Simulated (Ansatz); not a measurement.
# CaHfSe3 (model cell, started as cubic perovskite with Hf in the octahedra): a soft mode frozen in

Which phase does CaHfSe3 (model cell, started as cubic perovskite with Hf in the octahedra) fall into along its unstable mode, and how much energy does it gain?

Main program and level: Ansatz 0.2.0; DFT LDA, scalar-relativistic, plane waves, PAW; PAW set soft_1.

The structure was built from a prototype and need not be the compound's stable phase.

**1. Set-up**

It takes space group Pm-3m (No. 221, cubic). Conventional cell: a = 5.075 Å, b = 5.075 Å, c = 5.075 Å, α = 90.00°, β = 90.00°, γ = 90.00°. Ca has 12 Se at 3.59 Å nearest. Hf has 6 Se at 2.54 Å nearest. Se has 2 Hf at 2.54 Å and 4 Ca at 3.59 Å nearest. Farther neighbours and most contacts between anions are not listed.

**2. Phonons on a q mesh**

The cell comes from relaxations at this level that are not shown. Stability and thermal properties need the whole zone. Linear response on a 2×2×2 q mesh gives force constants as far as a supercell of that size would.

Input file input.yaml:

```yaml
crystal:
  lattice:
    - [5.0745860677, 0.0, 0.0]
    - [0.0, 5.0745860677, 0.0]
    - [0.0, 0.0, 5.0745860677]
  atoms:
    - { symbol: Ca, position: [0.0, 0.0, 0.0] }
    - { symbol: Hf, position: [0.5, 0.5, 0.5] }
    - { symbol: Se, position: [0.5, 0.5, 0.0] }
    - { symbol: Se, position: [0.5, 0.0, 0.5] }
    - { symbol: Se, position: [0.0, 0.5, 0.5] }
kpoints:
  mp_grid: { grid: [8, 8, 8] }
hamiltonian:
  xc: lda
  pseudopotentials: { kind: paw, azcp: { folder: soft_1 }, xc_functional: pbe }
scf:
  occupations: { method: methfessel_paxton, width: 0.2 }
output:
  eigenvalues: true
phonons:
  method: dfpt
  qmesh: [2, 2, 2]
  temperatures: { t_max: 1000, t_step: 50 }
  qpath:
    path:
      - [[0.0, 0.0, 0.0], [0.0, 0.5, 0.0], [0.5, 0.5, 0.0], [0.0, 0.0, 0.0], [0.5, 0.5, 0.5], [0.0, 0.5, 0.0]]
      - [[0.5, 0.5, 0.5], [0.5, 0.5, 0.0]]
    npoints: 10
```

Started as:

```bash
> ansatz run input.yaml --threads 4 --pin off --max-ram 16384MiB --backend cpu --events-out ev --progress --plain --runs-dir out
```

Numbers of over 12 decimals in the logs are rounded to 6 here.

Log:

```text
Engine: ansatz 0.2.0, aarch64-unknown-linux-gnu
Pseudopotentials: kind: paw
Pseudopotential: Ca, paw, valence charge 10, recommended cutoff 420 eV (normal), soft_1/Ca.paw.azcp
Pseudopotential: Hf, paw, valence charge 26, recommended cutoff 420 eV (normal), soft_1/Hf.paw.azcp
Pseudopotential: Se, paw, valence charge 16, recommended cutoff 420 eV (normal), soft_1/Se.paw.azcp
Functional definition: SPW92
  exchange = slater_x
  correlation = pw_c
Crystal: 5 atoms, lattice volume = 130.678 Å³
Basis set: ecut = 420 eV, 2517 PW (Γ), exchange–correlation on 72×72×72 points (8 copies of the dense FFT grid, shifted against one another)
Bands: 51, of which v1, the nominal top of the filled ones, is band 42 counted from 1 (41 counted from 0)
Symmetry: 48 space group operations
k-points: 35 of 512
Non-local potential: Ca, projectors of the file, l = 0: 3, l = 1: 2, l = 2: 2
Non-local potential: Hf, projectors of the file, l = 0: 3, l = 1: 2, l = 2: 2, l = 3: 3
Non-local potential: Se, projectors of the file, l = 0: 2, l = 1: 2, l = 2: 3, l = 3: 1
PAW form: soft (Blöchl's): semilocal exchange-correlation on the pseudo side does not see the compensation charge
PAW frozen core: Ca, regenerated for the run's functional, and the local potential with it (the file was generated under x = pbe(κ = 0.804, μ = 0.219515), c = pbe(β = 0.066725))
PAW frozen core: Hf, regenerated for the run's functional, and the local potential with it (the file was generated under x = pbe(κ = 0.804, μ = 0.219515), c = pbe(β = 0.066725))
PAW frozen core: Se, regenerated for the run's functional, and the local potential with it (the file was generated under x = pbe(κ = 0.804, μ = 0.219515), c = pbe(β = 0.066725))
PAW one-centre angular grid: Ca, 110 points (default); XC on 64 Gauss nodes
PAW one-centre angular grid: Hf, 590 points (default); XC on 64 Gauss nodes
PAW one-centre angular grid: Se, 590 points (default); XC on 64 Gauss nodes
Initial density: superposition of atomic densities (chi_scale 0.1, normalization cell, long waves kept (reshape's long-wave potential 0.00 eV rms))
Initial wavefunctions: pseudopotential atomic-orbital guess
Functional: x = slater, c = lda
SCF iter   1: F=—  HF=-33412.011241 eV  |F-HF|=—  |Δ(HF+E_count)|=         —  Δρ=1.02e-1  dr2=3.14e1  ethr=3.10e-3  ⟨swp⟩=8.0  Hψ=6928  notcnv=0
preconditioner: auto → Kerker (q_TF=auto, 2.535 Å⁻¹)  [metal: Δε(μ)=0.058 eV  Ē_g=12.027 eV  σ=0.200 eV  W_gap=0.24  n_scr=32 (ndim 8)  ℏωp=20.0 eV  f_vac=0.002  D(μ)=1.61/eV (n_scr^D=6)]
SCF iter   2: F=—  HF=-33407.626537 eV  |F-HF|=—  |Δ(HF+E_count)|=    4.38e0  S|Δr|=    0.00e0  Δρ=4.62e-2  dr2=6.76e0  ethr=3.10e-3  ⟨swp⟩=3.1  Hψ=3982  notcnv=0  defer=62
SCF iter   3: F=—  HF=-33406.385014 eV  |F-HF|=—  |Δ(HF+E_count)|=    1.24e0  S|Δr|=    0.00e0  Δρ=1.76e-2  dr2=9.78e-1  ethr=3.10e-3  ⟨swp⟩=3.1  Hψ=2858  notcnv=0  defer=61
SCF iter   4: F=—  HF=-33406.049188 eV  |F-HF|=—  |Δ(HF+E_count)|=   3.36e-1  S|Δr|=    0.00e0  Δρ=8.72e-3  dr2=2.07e-1  ethr=1.16e-3  ⟨swp⟩=2.2  Hψ=3787  notcnv=0  defer=88
SCF iter   5: F=—  HF=-33406.034300 eV  |F-HF|=—  |Δ(HF+E_count)|=   1.49e-2  S|Δr|=    0.00e0  Δρ=3.04e-3  dr2=1.91e-2  ethr=2.46e-4  ⟨swp⟩=2.3  Hψ=3496  notcnv=0  defer=90
SCF iter   6: F=—  HF=-33406.028690 eV  |F-HF|=—  |Δ(HF+E_count)|=   5.61e-3  S|Δr|=    0.00e0  Δρ=1.06e-3  dr2=2.62e-3  ethr=2.27e-5  ⟨swp⟩=2.4  Hψ=3155  notcnv=0  defer=87
SCF iter   7: F=—  HF=-33406.028222 eV  |F-HF|=—  |Δ(HF+E_count)|=   4.68e-4  S|Δr|=    0.00e0  Δρ=4.98e-4  dr2=8.33e-4  ethr=3.12e-6  ⟨swp⟩=2.0  Hψ=3120  notcnv=0  defer=87
SCF iter   8: F=—  HF=-33406.028061 eV  |F-HF|=—  |Δ(HF+E_count)|=   1.61e-4  S|Δr|=    0.00e0  Δρ=1.34e-4  dr2=4.34e-5  ethr=9.92e-7  ⟨swp⟩=2.0  Hψ=3126  notcnv=0  defer=87
SCF iter   9: F=—  HF=-33406.028063 eV  |F-HF|=—  |Δ(HF+E_count)|=   2.03e-6  S|Δr|=    0.00e0  Δρ=4.25e-5  dr2=5.50e-6  ethr=5.16e-8  ⟨swp⟩=2.1  Hψ=2521  notcnv=0  defer=87
SCF iter  10: F=—  HF=-33406.028060 eV  |F-HF|=—  |Δ(HF+E_count)|=   2.73e-6  S|Δr|=    0.00e0  Δρ=1.28e-5  dr2=2.61e-7  ethr=6.55e-9  ⟨swp⟩=2.0  Hψ=2890  notcnv=0  defer=94
[...]
SCF iter  14: F=—  HF=-33406.028060 eV  |F-HF|=—  |Δ(HF+E_count)|=  5.82e-11  S|Δr|=    0.00e0  Δρ=2.74e-7  dr2=1.11e-10  ethr=1.00e-12  ⟨swp⟩=2.0  Hψ=3162  notcnv=0  defer=94
SCF iter  15: F=—  HF=-33406.028060 eV  |F-HF|=—  |Δ(HF+E_count)|=  1.46e-10  S|Δr|=    0.00e0  Δρ=1.03e-7  dr2=2.00e-11  ethr=1.00e-12  ⟨swp⟩=2.2  Hψ=2315  notcnv=0  defer=94
SCF iter  16: F=-33406.028060 eV  HF=-33406.028060 eV  |F-HF|=1.46e-11  |Δ(HF+E_count)|=    0.00e0  S|Δr|=    0.00e0  Δρ=3.35e-8  dr2=2.07e-12  ethr=1.00e-12  ⟨swp⟩=12.5  Hψ=10704  notcnv=0
SCF 1 converged in 16 iterations: F = -33406.028060 eV  dr2 = 2.07e-12
  greatest PAW one-centre occupation: 1.000 electrons in one spin orbital (limit 2), on the Se atom at site 3 (counted from 0), in its partial waves of l = 2
Initial density: read from a saved state, or passed on in memory by an earlier SCF of this step, an earlier step, the calling program or the single point that the run made first
iter 1 solved again at ethr=1.35e-6 eV; its pass at ethr=3.10e-3 eV (dr2=1.14e-3 eV) is discarded
SCF iter   1: F=—  HF=-33406.028062 eV  |F-HF|=—  |Δ(HF+E_count)|=         —  Δρ=1.36e-6  dr2=1.80e-9  ethr=1.35e-6  ⟨swp⟩=3.0  Hψ=11972  notcnv=0
eigensolver tolerance schedule: the retry pair's looser diagonalisation over-reported the residual by 630543.48 of it (diagonalisation noise at an unbounded share of the residual, at the tolerance the schedule requests for it); recorded, not acted on — ethr = c·dr2/N_el stays at c = 1.0e-1
preconditioner: auto → Kerker (q_TF=auto, 2.535 Å⁻¹)  [metal: Δε(μ)=0.006 eV  Ē_g=10.542 eV  σ=0.200 eV  W_gap=0.03  n_scr=32 (ndim 8)  ℏωp=20.0 eV  f_vac=0.048  D(μ)=0.53/eV (n_scr^D=0)]
SCF iter   2: F=—  HF=-33406.028060 eV  |F-HF|=—  |Δ(HF+E_count)|=   1.47e-6  S|Δr|=    0.00e0  Δρ=8.79e-7  dr2=1.04e-9  ethr=2.14e-12  ⟨swp⟩=5.2  Hψ=6564  notcnv=0
SCF iter   3: F=—  HF=-33406.028060 eV  |F-HF|=—  |Δ(HF+E_count)|=  6.62e-10  S|Δr|=    0.00e0  Δρ=4.85e-7  dr2=2.68e-10  ethr=1.24e-12  ⟨swp⟩=2.7  Hψ=3622  notcnv=0
SCF iter   4: F=—  HF=-33406.028060 eV  |F-HF|=—  |Δ(HF+E_count)|=  1.09e-10  S|Δr|=    0.00e0  Δρ=3.13e-7  dr2=9.41e-11  ethr=1.00e-12  ⟨swp⟩=1.0  Hψ=1785  notcnv=0
SCF iter   5: F=—  HF=-33406.028060 eV  |F-HF|=—  |Δ(HF+E_count)|=  7.28e-12  S|Δr|=    0.00e0  Δρ=2.32e-7  dr2=5.13e-11  ethr=1.00e-12  ⟨swp⟩=1.0  Hψ=1785  notcnv=0
SCF iter   6: F=-33406.028060 eV  HF=-33406.028060 eV  |F-HF|=7.28e-12  |Δ(HF+E_count)|=  3.64e-11  S|Δr|=    0.00e0  Δρ=1.03e-7  dr2=9.38e-12  ethr=1.00e-12  ⟨swp⟩=3.0  Hψ=6174  notcnv=0
SCF 2 converged in 6 iterations: F = -33406.028060 eV  dr2 = 9.38e-12
  greatest PAW one-centre occupation: 1.000 electrons in one spin orbital (limit 2), on the Se atom at site 2 (counted from 0), in its partial waves of l = 2
phonons: the bands overlap, so this run is a metal and interpolates without the dipole-dipole term. If the crystal is really an insulator or semiconductor, its LO-TO splitting is missing
NSCF: frozen V_eff on 35 k-points
NSCF: frozen V_eff on 125 k-points
DFPT response loops at q = (0, 0, 0) (fractional): preconditioner auto → Kerker (q_TF=auto, 2.535 Å⁻¹) (partly filled bands, converged f_vac=0.048); β = 1.00, the filter's whole step (`scf.mixing.beta` (0.50) is not read by the response loops under this deck's `scf.mixing.preconditioner`; to damp them name `kerker` or `kerker_dos`, under which they read `scf.mixing.beta`, and type it under 1.00, their step now; both keys bind the ground state too); Broyden in place of MSR1
NSCF: frozen V_eff on 250 k-points
DFPT response loops at q = (0, 0, -0.5) (fractional): mixed as the last ones told, above
NSCF: frozen V_eff on 250 k-points
DFPT response loops at q = (0, -0.5, -0.5) (fractional): mixed as the last ones told, above
NSCF: frozen V_eff on 250 k-points
DFPT response loops at q = (-0.5, -0.5, -0.5) (fractional): mixed as the last ones told, above
SCF converged after 16 iterations
Stability not checked: this state was not tested for a lower state beside it, because cold or Methfessel-Paxton smearing, or corrected tetrahedra, fill the levels in a way that the test cannot read (fill_not_monotonic; see scf.lower_state_search)
Free energy (F): -33406.028060 eV
Harris-Foulkes:  -33406.028060 eV  (|F-HF|=1.46e-11)
Internal energy: -33406.029819 eV  (E = F + TS)
E sigma→0 (E₀):  -33406.028500 eV
Entropy (-TS):   0.001758 eV (0.352 meV/atom)
Fermi energy:    9.017455 eV
Step filling:    the computed levels leave a gap of 0.0188 eV = 0.1 smearing widths at the electron count; against every level under it full and every level over it empty, smearing changes F+E_penalty+E_count by -0.152 meV and its σ→0 estimate by -0.592 meV
--- Per-component energies (eV) ---
  E_band       = -1506.379293
  E_kinetic    = 997.791970
  E_local      = -18304.875602  (includes V_loc(G=0)·N_el)
  E_nonlocal   = -885.145161
  E_hartree    = 9048.099910
  E_xc         = -646.395682
  E_vxc        = -686.538088  (∫ρ·V_xc dr)
  E_paw        = -14415.160970  (= ΣΔE_a)
  E_vpaw       = -723.811237  (= ΣTr[D̂ρ^β])
  E_aug_tail   = -0.001041  (compensation charges beyond the density's cutoff)
  E_ewald      = -9209.735576
  E_core_change = 9.392334  (= ΣΔE_core)
  E_smearing   = 0.001758  (= −TS)
  E_closure    = 0.000000  (closes the sum)
  Σ components = -33406.028060   (vs F -33406.028060, Δ=0.00e0)
--- Band table (eV; the first three rows and the last of 35) ---
  k-point 0: bands = [... 38 lower, 7.5877, 8.4281, 8.4281, 8.4281, 9.0198, 9.0198, 9.0198, 9.7706, ... 5 higher]
  k-point 1: bands = [... 38 lower, 7.4363, 7.7779, 8.2565, 8.2565, 9.0472, 9.6103, 9.6103, 10.0781, ... 5 higher]
  k-point 2: bands = [... 38 lower, 6.7520, 7.1330, 8.1593, 8.1593, 9.1178, 10.5576, 10.5576, 10.7667, ... 5 higher]
  k-point 34: bands = [... 38 lower, 4.8669, 9.0386, 9.0386, 9.0386, 10.0206, 11.2859, 11.2859, 11.2859, ... 5 higher]
--- Phonons (Γ-DFPT): 4 representative perturbations + reference (Σ response iterations 13) ---
  ASR residual: 4.025e-5 → 0.000e0 eV/Å²; symmetrization residual: 5.031e-6 eV/Å²
  ASR residual per site (eV/Å²): 1.18e-8 1.10e-5 4.02e-5 4.02e-5 4.02e-5
  Γ frequencies (cm⁻¹): -118.68 -118.68 -118.68 -77.97 -77.97 -77.97 -45.48 -45.48 -45.48 0.00 0.00 0.00 250.37 250.37 250.37
--- Phonons (arbitrary-q DFPT): 4 irreducible q on the 2×2×2 mesh ---
  q = [0.0000, 0.0000, 0.0000] (star 1, of the zone-centre solve; hermiticity 6.83e-7, symmetrization 1.61e-11): -118.68 -118.68 -118.68 -77.97 -77.97 -77.97 -45.48 -45.48 -45.48 0.00 0.00 0.00 250.37 250.37 250.37
  q = [0.0000, 0.0000, -0.5000] (star 3, 9 solved perturbations in 975 linear systems a pass and spin channel, the states on 125 of 512 k-point pairs; hermiticity 5.87e-7, symmetrization 3.47e-12): -107.91 -107.91 -63.96 -63.96 -48.62 -22.99 -22.99 16.10 60.98 60.98 74.22 153.99 252.66 252.66 278.29
  q = [0.0000, -0.5000, -0.5000] (star 3, 9 solved perturbations in 975 linear systems a pass and spin channel, the states on 125 of 512 k-point pairs; hermiticity 7.61e-7, symmetrization 1.20e-12): -109.62 -109.62 -106.86 -85.92 -16.47 43.31 43.31 64.26 64.26 105.41 158.77 158.77 205.81 255.91 290.68
  q = [-0.5000, -0.5000, -0.5000] (star 1, 4 solved perturbations in 350 linear systems a pass and spin channel, the states on 125 of 512 k-point pairs; hermiticity 3.64e-7, symmetrization 1.51e-11): -112.03 -112.03 -112.03 -110.67 -110.67 -110.67 105.11 105.11 105.11 155.36 155.36 155.36 175.08 175.08 301.82
  sum rule: each row above includes the acoustic sum rule's correction from the zone centre's row sums; it moved no ω² by more than (0.37 cm⁻¹)²
  mesh force constants: q→R imaginary residual 3.49e-18; ASR residual 4.025e-5 → 0.000e0 eV/Å²; symmetrization residual 1.066e-14 eV/Å²
  interpolated dispersion: 62 rows × 15 modes
  density of states and harmonic sums: on the 12×12×12 q-mesh, interpolated from the force constants of a 2×2×2 supercell (no non-analytic term)
  largest difference from the sums on the solved wave vectors: F 1.17e-1 eV, S 1.69e-4 and C_V 5.27e-5 eV/K
  zero-point energy: 0.078289 eV/cell   skipped modes (ω ≤ 0): 531, of them read as no rigid motion or as one in doubt: 528 (6.137e0 modes/cell left out, lowest -118.68 cm⁻¹)   left out of the sums: 4.09e-1 of the cell's modes: C_V's classical limit lies that fraction below 3 k_B per atom; for a crystal, a wire or a layer, F and S can be off by more, and a phonons.interpolated_qmesh denser along its periods is the remedy for the sampling
```

Elapsed: 9.2 min, on 4 threads of Arm Neoverse V2, shared host; peak memory 2.2 GiB; 36 min of CPU time.

Numbers from this step:

```yaml
volume_per_atom: 26.14 Å³
gap_on_the_k_mesh: 0 eV
sum_rule_residual_before_enforcement: 4.02e-5 eV/Å²
lowest_frequency_on_the_path: -118.7 cm⁻¹
point_group: m-3m
highest_frequency_on_the_path_or_at_a_solved_wavevector: 301.8 cm⁻¹
highest_optical_mode_at_the_zone_centre_no_lo_to_term: 250.4 cm⁻¹
lowest_optical_zone_centre_mode: -118.7 cm⁻¹
lowest_mode_on_the_q_mesh_acoustic_modes_at_gamma_apart: -118.7 cm⁻¹
```

Frequencies (cm⁻¹) solved at each irreducible wavevector; negative means imaginary. Frequencies by wavevector, by row:

```
q in reciprocal lattice units  star  mode 1  mode 2  mode 3  mode 4  mode 13  mode 14  mode 15
                        0 0 0     1  -118.7  -118.7  -118.7     -78    250.4    250.4    250.4
                     0 0 -0.5     3  -107.9  -107.9     -64     -64    252.7    252.7    278.3
                  0 -0.5 -0.5     3  -109.6  -109.6  -106.9   -85.9    205.8    255.9    290.7
               -0.5 -0.5 -0.5     1    -112    -112    -112  -110.7    175.1    175.1    301.8
```

Interpolated from a 2×2×2 q mesh. Phonon branches along the path, in cm⁻¹:

```
    point  branch 1  branch 2  branch 3  branch 4  branch 12  branch 13  branch 14  branch 15
        Γ      -119      -119      -119       -78          0        250        250        250
  halfway      -114      -114       -82       -68        106        252        252        263
        X      -108      -108       -64       -64        154        253        253        278
  halfway      -109       -98       -90       -86        156        230        254        286
        M      -110      -110      -107       -86        159        206        256        291
  halfway      -107      -104       -94       -81        110        239        253        276
        Γ      -119      -119      -119       -78          0        250        250        250
  halfway      -104      -104       -94       -85        115        235        235        289
        R      -112      -112      -112      -111        155        175        175        302
  halfway      -106      -105       -98       -92        156        219        230        296
        X      -108      -108       -64       -64        154        253        253        278
jump to R      -112      -112      -112      -111        155        175        175        302
  halfway      -111      -111      -109      -100        157        191        220        300
        M      -110      -110      -107       -86        159        206        256        291
```

Symmetry leaves 4 wavevectors to solve. The lowest mode among them, the acoustic zeros apart, lies at Γ and is imaginary, 118.7i cm⁻¹, so the energy falls along it.

**3. The mode frozen in, largest atomic shift 0 Å**

The mode followed lies at Γ with frequency 118.7i cm⁻¹ and is 3-fold degenerate, the softest among the wavevectors solved. At small amplitude the distorted cell has space group no. 160 by a symmetry search on the positions. The undistorted cell that holds it gives the zero of energy on the same k mesh.

input.yaml, the sections that differ from step 2:

```yaml
output:
  forces: true
  stress: true
  eigenvalues: true
# crystal, kpoints, hamiltonian, scf: as in step 2
# phonons: removed
```

Log:

```text
[...]
Crystal: 5 atoms, lattice volume = 130.678 Å³
Basis set: ecut = 420 eV, 2517 PW (Γ)
Bands: 51, of which v1, the nominal top of the filled ones, is band 42 counted from 1 (41 counted from 0)
Symmetry: 48 space group operations
[...]
k-points: 35 of 512
[...]
k-point 0: bands = [... 38 lower, 7.5877, 8.4281, 8.4281, 8.4281, 9.0198, 9.0198, 9.0198, 9.7707, ... 5 higher]
  k-point 1: bands = [... 38 lower, 7.4363, 7.7779, 8.2565, 8.2565, 9.0472, 9.6103, 9.6103, 10.0781, ... 5 higher]
  k-point 2: bands = [... 38 lower, 6.7520, 7.1330, 8.1593, 8.1593, 9.1178, 10.5576, 10.5576, 10.7668, ... 5 higher]
  k-point 34: bands = [... 38 lower, 4.8669, 9.0386, 9.0386, 9.0386, 10.0206, 11.2861, 11.2861, 11.2861, ... 5 higher]
[key lines of the parts left out:]
SCF converged after 11 iterations
Free energy (F): -33406.028057 eV
Fermi energy:    9.017442 eV
P = ⅓ Tr σ = -0.0001 GPa (-0.001 kbar)
```

Run time: 4.7 s. Hardware: 4 threads; peak memory 0.55 GiB.

Numbers from this step:

| Item | Value |
| --- | --- |
| pressure | -6.17e-5 GPa |
| energy from the undistorted cell | 0 meV/atom |

The run ends at a pressure of 0.00 GPa.

**4. The mode frozen in, largest atomic shift 0.6 Å**

The atoms are moved along the unstable eigenvector, the largest shift by 0.6 Å, with the cell fixed.

input.yaml, the sections that differ from step 3:

```yaml
crystal:
  lattice:
    - [5.0745860677, 0.0, 0.0]
    - [0.0, 5.0745860677, 0.0]
    - [0.0, 0.0, 5.0745860677]
  atoms:
    - { symbol: Ca, position: [0.0682637277, -0.0682637277, -0.0682637277] }
    - { symbol: Hf, position: [0.5010314926, 0.4989685074, 0.4989685074] }
    - { symbol: Se, position: [0.483743248, 0.516256752, 0.0044618498] }
    - { symbol: Se, position: [0.483743248, 0.0044618498, 0.516256752] }
    - { symbol: Se, position: [-0.0044618498, 0.516256752, 0.516256752] }
# kpoints, hamiltonian, scf, output: as in step 3
```

Log:

```text
[...]
Crystal: 5 atoms, lattice volume = 130.678 Å³
Basis set: ecut = 420 eV, 2517 PW (Γ)
Bands: 51, of which v1, the nominal top of the filled ones, is band 42 counted from 1 (41 counted from 0)
Symmetry: 6 space group operations
[...]
k-points: 65 of 512 (time reversal used)
[...]
k-point 0: bands = [... 38 lower, 7.5323, 8.0657, 8.2508, 8.2508, 9.0960, 9.0960, 9.1681, 9.9973, ... 5 higher]
  k-point 1: bands = [... 38 lower, 7.2969, 7.6547, 8.0204, 8.0959, 9.1276, 9.4660, 9.6307, 10.2703, ... 5 higher]
  k-point 2: bands = [... 38 lower, 6.7128, 6.9803, 7.9287, 7.9877, 9.1596, 10.1960, 10.5442, 10.8953, ... 5 higher]
  k-point 64: bands = [... 38 lower, 4.7735, 8.6226, 8.6226, 8.9932, 10.2474, 11.4115, 11.7216, 11.7216, ... 5 higher]
[key lines of the parts left out:]
SCF converged after 11 iterations
Free energy (F): -33406.321982 eV
Fermi energy:    8.978191 eV
P = ⅓ Tr σ = 1.4285 GPa (14.285 kbar)
```

It took 15 s on 4 threads; peak memory 0.61 GiB.

Numbers from this step:

* pressure: 1.428 GPa
* energy from the undistorted cell: -58.81 meV/atom

The energy, extrapolated to zero smearing, is -58.81 meV/atom against the undistorted cell.

The run ends at a pressure of 1.43 GPa, with forces up to 0.35 eV/Å.

(Continued in part 2 of 2.)

[Logs are printed without paths, hosts, clocks, repeated set-up lines and the standing remarks that a program may print on its own settings, such as how far it seeks lower states.]

[Hosts, paths, dates, database ids (printed as entryN), source tags and the programs' standing remarks are cut or masked in the printed files.]
